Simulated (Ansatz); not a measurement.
# TbO2 (Fm-3m): how robust is the cRPA U?, part 2 of 2

What does U in TbO2 (Fm-3m) depend on besides the window?

Ansatz 0.2.0; constrained RPA on LDA, plane waves, PAW.

So far. Step 5 (Changed: accuracy low): On the Tb f shell, screening brings the on-site interaction from 27.8 eV down to U = 3.22 eV. Step 7 (Changed: volume -6 %): On the Tb f shell, screening brings the on-site interaction from 27.9 eV down to U = 3.43 eV.

### 8. Changed: volume +6 %

The cell differs from the one that the last finished run ended in (a 3.616 → 3.763 Å, b 3.616 → 3.763 Å, c 3.616 → 3.763 Å).

Contents of input.yaml:

```yaml
crystal:
  lattice:
    - [-2.6611894665, -2.6611894665, 0.0]
    - [-2.6611894665, 0.0, -2.6611894665]
    - [0.0, -2.6611894665, -2.6611894665]
  atoms:
    - { symbol: Tb, position: [0.0, 0.0, 0.0] }
    - { symbol: O, position: [0.25, 0.25, 0.25] }
    - { symbol: O, position: [0.75, 0.75, 0.75] }
kpoints:
  mp_grid: { grid: [12, 12, 12] }
hamiltonian:
  xc: lda
scf:
  occupations: { method: gaussian, width: 0.08 }
  n_extra_bands: 21
  max_iter: 150
  lower_state_search: "off"
output:
  crpa:
    kmesh: [6, 6, 6]
    target_bands: [v4, c3]
    projections: [{ species: Tb, l: f, shell: 4 }]
  local_orbitals:
    kmesh: [6, 6, 6]
    orbitals: [{ species: Tb, l: f, shell: 4 }]
    window: { bands: [v4, c3] }
    seedname: lo
```

Launch:

```bash
ansatz run input.yaml --threads 4 --pin off --max-ram 14745MiB --backend cpu --events-out ev --progress --plain --runs-dir out
```

Numbers of over 12 decimals in the logs are rounded to 6 here.

Output:

```text
[...]
Crystal: 3 atoms, lattice volume = 37.693 Å³
Basis set: ecut = 420 eV, 725 PW (Γ)
Bands: 37, of which v1, the nominal top of the filled ones, is band 16 counted from 1 (15 counted from 0)
Symmetry: 48 space group operations
[...]
k-points: 72 of 1728
[...]
χ-basis size per q: N_G = 126..144
[...]
screened: U = 3.0027 eV, U' = 1.8453 eV, J = 0.5342 eV
      screened f-shell averages: U_bar = F0 = 2.0106 eV, J_bar = 0.6995 eV
      screened, to within: U = 5.8e-3 eV, U' = 5.7e-3 eV, J = 8.0e-4 eV
      screened f-shell averages, to within: U_bar = 4.4e-3 eV, J_bar = 1.1e-3 eV
      bare: V = 27.7346 eV, V' = 26.0535 eV, J = 0.7414 eV
      bare f-shell averages: V_bar = F0 = 26.2936 eV, J_bar = 0.9816 eV
[...]
[key lines of the parts left out:]
SCF converged after 9 iterations
Free energy (F): -10842.912757 eV
Fermi energy:    11.244754 eV
```

It took 11 min on 4 threads of Arm Neoverse V2, shared host; peak memory 0.69 GiB; 41 min of CPU time.

This step gave:

```
U                                                 : 3.003 eV
U prime (inter-orbital)                           : 1.845 eV
J                                                 : 0.5342 eV
bare V                                            : 27.73 eV
bare J                                            : 0.7414 eV
stated bound on U                                 : 0.005794 eV
U over bare V                                     : 0.1083
electrons in the window                           : 7.000
head of the constrained inverse dielectric matrix : 0.09917
least eigenvalue of the projection's overlap      : 0.4364
target functions                                  : 7
bands in the sums                                 : 38
r.m.s. miss of the model bands                    : 0.001244 eV
width of the target bands                         : 1.054 eV
weight of the projected orbitals in the window    : 0.8631
```

On the Tb f shell, screening brings the on-site interaction from 27.7 eV down to U = 3.00 eV.

### 9. Changed: potentials

input.yaml, the sections that differ from step 8:

```yaml
crystal:
  lattice:
    - [-2.61, -2.61, 0.0]
    - [-2.61, 0.0, -2.61]
    - [0.0, -2.61, -2.61]
  atoms:
    - { symbol: Tb, position: [0.0, 0.0, 0.0] }
    - { symbol: O, position: [0.25, 0.25, 0.25] }
    - { symbol: O, position: [0.75, 0.75, 0.75] }
hamiltonian:
  xc: lda
  pseudopotentials: { kind: paw, source: ansatz }
output:
  crpa:
    kmesh: [6, 6, 6]
    target_bands: [v4, c3]
    projections: [{ species: Tb, l: f, shell: 4 }]
# kpoints, scf: as in step 8
```

Output:

```text
[...]
Crystal: 3 atoms, lattice volume = 35.559 Å³
Basis set: ecut = 930 eV, 2277 PW (Γ)
Bands: 37, of which v1, the nominal top of the filled ones, is band 16 counted from 1 (15 counted from 0)
Symmetry: 48 space group operations
[...]
k-points: 72 of 1728
[...]
χ-basis size per q: N_G = 116..138
[...]
screened: U = 3.1825 eV, U' = 2.0139 eV, J = 0.5395 eV
      screened f-shell averages: U_bar = F0 = 2.1808 eV, J_bar = 0.7065 eV
      screened, to within: U = 8.7e-3 eV, U' = 8.5e-3 eV, J = 9.9e-4 eV
      screened f-shell averages, to within: U_bar = 6.8e-3 eV, J_bar = 1.3e-3 eV
      bare: V = 27.7479 eV, V' = 26.0735 eV, J = 0.7422 eV
      bare f-shell averages: V_bar = F0 = 26.3127 eV, J_bar = 0.9814 eV
[...]
[key lines of the parts left out:]
SCF converged after 13 iterations
Free energy (F): -10851.585735 eV
Fermi energy:    12.120400 eV
```

Elapsed: 14 min, on 4 threads; peak memory 1.2 GiB.

This step gave:

| Item | Value |
| --- | --- |
| U | 3.183 eV |
| U prime (inter-orbital) | 2.014 eV |
| J | 0.5395 eV |
| bare V | 27.75 eV |
| bare J | 0.7422 eV |
| stated bound on U | 0.008622 eV |
| U over bare V | 0.1147 |
| electrons in the window | 7.000 |
| head of the constrained inverse dielectric matrix | 0.1064 |
| least eigenvalue of the projection's overlap | 0.5198 |
| target functions | 7 |
| bands in the sums | 38 |
| width of the target bands | 1.132 eV |
| weight of the projected orbitals in the window | 0.8851 |

On the Tb f shell, screening brings the on-site interaction from 27.7 eV down to U = 3.18 eV.

### 10. Changed: volume -3 %

The cell differs from the one that the last finished run ended in (a 3.691 → 3.654 Å, b 3.691 → 3.654 Å, c 3.691 → 3.654 Å).

input.yaml, the sections that differ from step 9:

```yaml
crystal:
  lattice:
    - [-2.583634561, -2.583634561, 0.0]
    - [-2.583634561, 0.0, -2.583634561]
    - [0.0, -2.583634561, -2.583634561]
  atoms:
    - { symbol: Tb, position: [0.0, 0.0, 0.0] }
    - { symbol: O, position: [0.25, 0.25, 0.25] }
    - { symbol: O, position: [0.75, 0.75, 0.75] }
hamiltonian:
  xc: lda
output:
  crpa:
    kmesh: [6, 6, 6]
    target_bands: [v4, c3]
    projections: [{ species: Tb, l: f, shell: 4 }]
  local_orbitals:
    kmesh: [6, 6, 6]
    orbitals: [{ species: Tb, l: f, shell: 4 }]
    window: { bands: [v4, c3] }
    seedname: lo
# kpoints, scf: as in step 9
```

Output:

```text
[...]
Crystal: 3 atoms, lattice volume = 34.492 Å³
Basis set: ecut = 420 eV, 645 PW (Γ)
Bands: 37, of which v1, the nominal top of the filled ones, is band 16 counted from 1 (15 counted from 0)
Symmetry: 48 space group operations
[...]
k-points: 72 of 1728
[...]
χ-basis size per q: N_G = 116..137
[...]
screened: U = 3.3218 eV, U' = 2.1341 eV, J = 0.5482 eV
      screened f-shell averages: U_bar = F0 = 2.3037 eV, J_bar = 0.7179 eV
      screened, to within: U = 7.3e-3 eV, U' = 7.2e-3 eV, J = 8.3e-4 eV
      screened f-shell averages, to within: U_bar = 5.8e-3 eV, J_bar = 1.1e-3 eV
      bare: V = 27.8837 eV, V' = 26.2051 eV, J = 0.7460 eV
      bare f-shell averages: V_bar = F0 = 26.4449 eV, J_bar = 0.9859 eV
[...]
[key lines of the parts left out:]
SCF converged after 10 iterations
Free energy (F): -10843.093875 eV
Fermi energy:    12.923731 eV
```

The job ended after 8.7 min (4 threads; peak memory 0.67 GiB; 33 min of CPU time).

Numbers from this step:

* U: 3.322 eV
* U prime (inter-orbital): 2.134 eV
* J: 0.5482 eV
* bare V: 27.88 eV
* bare J: 0.7460 eV
* stated bound on U: 0.007297 eV
* U over bare V: 0.1191
* electrons in the window: 7.000
* head of the constrained inverse dielectric matrix: 0.1113
* least eigenvalue of the projection's overlap: 0.4465
* target functions: 7
* bands in the sums: 38
* r.m.s. miss of the model bands: 0.001412 eV
* width of the target bands: 1.168 eV
* weight of the projected orbitals in the window: 0.8595

On the Tb f shell, screening brings the on-site interaction from 27.9 eV down to U = 3.32 eV.

### 11. Changed: volume +3 %

The cell differs from the one that the last finished run ended in (a 3.654 → 3.728 Å, b 3.654 → 3.728 Å, c 3.654 → 3.728 Å).

input.yaml, as its differences from that of step 10:

```diff
@@ -2,5 +2,5 @@
   lattice:
-    - [-2.583634561, -2.583634561, 0.0]
-    - [-2.583634561, 0.0, -2.583634561]
-    - [0.0, -2.583634561, -2.583634561]
+    - [-2.6358432649, -2.6358432649, 0.0]
+    - [-2.6358432649, 0.0, -2.6358432649]
+    - [0.0, -2.6358432649, -2.6358432649]
   atoms:
```

Output:

```text
[...]
Crystal: 3 atoms, lattice volume = 36.626 Å³
Basis set: ecut = 420 eV, 725 PW (Γ)
Bands: 37, of which v1, the nominal top of the filled ones, is band 16 counted from 1 (15 counted from 0)
Symmetry: 48 space group operations
[...]
k-points: 72 of 1728
[...]
χ-basis size per q: N_G = 126..138
[...]
screened: U = 3.1072 eV, U' = 1.9391 eV, J = 0.5391 eV
      screened f-shell averages: U_bar = F0 = 2.1060 eV, J_bar = 0.7059 eV
      screened, to within: U = 8.6e-3 eV, U' = 8.5e-3 eV, J = 8.2e-4 eV
      screened f-shell averages, to within: U_bar = 7.1e-3 eV, J_bar = 1.1e-3 eV
      bare: V = 27.7883 eV, V' = 26.1077 eV, J = 0.7431 eV
      bare f-shell averages: V_bar = F0 = 26.3478 eV, J_bar = 0.9832 eV
[...]
[key lines of the parts left out:]
SCF converged after 9 iterations
Free energy (F): -10843.002383 eV
Fermi energy:    11.770713 eV
```

Run time: 9.3 min. Hardware: 4 threads; peak memory 0.68 GiB.

Numbers from this step:

```yaml
u: 3.107 eV
u_prime_inter_orbital: 1.939 eV
j: 0.5391 eV
bare_v: 27.79 eV
bare_j: 0.7431 eV
stated_bound_on_u: 0.008583 eV
u_over_bare_v: 0.1118
electrons_in_the_window: 7.000
head_of_the_constrained_inverse_dielectric_matrix: 0.1032
least_eigenvalue_of_the_projection_s_overlap: 0.4400
target_functions: 7
bands_in_the_sums: 38
r_m_s_miss_of_the_model_bands: 0.001280 eV
width_of_the_target_bands: 1.089 eV
weight_of_the_projected_orbitals_in_the_window: 0.8621
```

On the Tb f shell, screening brings the on-site interaction from 27.8 eV down to U = 3.11 eV.

### 12. Side by side

Times are wall times on 4 threads of Arm Neoverse V2, shared host, good to a factor of about two.

| run | bare V (eV) | U (eV) | J (eV) | bound on U (eV) | width (eV) | time |
| --- | --- | --- | --- | --- | --- | --- |
| target window | 27.84 | 3.213 | 0.544 | 0.0078 | 1.13 | 9.5 min |
| 4×4×4 mesh | 27.85 | 3.191 | 0.543 | 0.0076 | 1.13 | 82 s |
| accuracy low | 27.84 | 3.223 | 0.543 | 0.0761 | 1.13 | 6.7 min |
| volume -6 % | 27.92 | 3.434 | 0.553 | 0.0069 | 1.21 | 8.6 min |
| volume +6 % | 27.73 | 3.003 | 0.534 | 0.0058 | 1.05 | 11 min |
| potentials | 27.75 | 3.183 | 0.540 | 0.0086 | 1.13 | 14 min |
| volume -3 % | 27.88 | 3.322 | 0.548 | 0.0073 | 1.17 | 8.7 min |
| volume +3 % | 27.79 | 3.107 | 0.539 | 0.0086 | 1.09 | 9.3 min |

### 13. Summary of results

```
target window : U 3.21 eV, J 0.54 eV
4×4×4 mesh    : U 3.19 eV, J 0.54 eV
accuracy low  : U 3.22 eV, J 0.54 eV
volume -6 %   : U 3.43 eV, J 0.55 eV
volume +6 %   : U 3.00 eV, J 0.53 eV
potentials    : U 3.18 eV, J 0.54 eV
volume -3 %   : U 3.32 eV, J 0.55 eV
volume +3 %   : U 3.11 eV, J 0.54 eV
```

**Reading.** 4×4×4 mesh moves U by −0.02 eV at 0.14 times the time. Accuracy low moves U by +0.01 eV (within the solver's bounds, for the mean over orbitals). Volume -6 % moves U by +0.22 eV. Volume +6 % moves U by −0.21 eV. Potentials moves U by −0.03 eV. Volume -3 % moves U by +0.11 eV. Volume +3 % moves U by −0.11 eV. The printed bound covers the solver alone, not the mesh, and no denser mesh than the base was run. The parent state is non-magnetic and the interaction static (zero frequency); U depends on the window and the orbitals, so it belongs to this model alone.

[Paths, hosts, dates, memory and timing lines, banners, echoed tables and standing remarks are left out of the program output.]

[Logs are printed without paths, hosts, clocks, repeated set-up lines and the standing remarks that a program may print on its own settings, such as how far it seeks lower states.]

[Runs of the session that timed out or met a known fault of the program may be left out.]

[Hosts, paths, dates, database ids (printed as entryN), source tags and the programs' standing remarks are cut or masked in the printed files.]
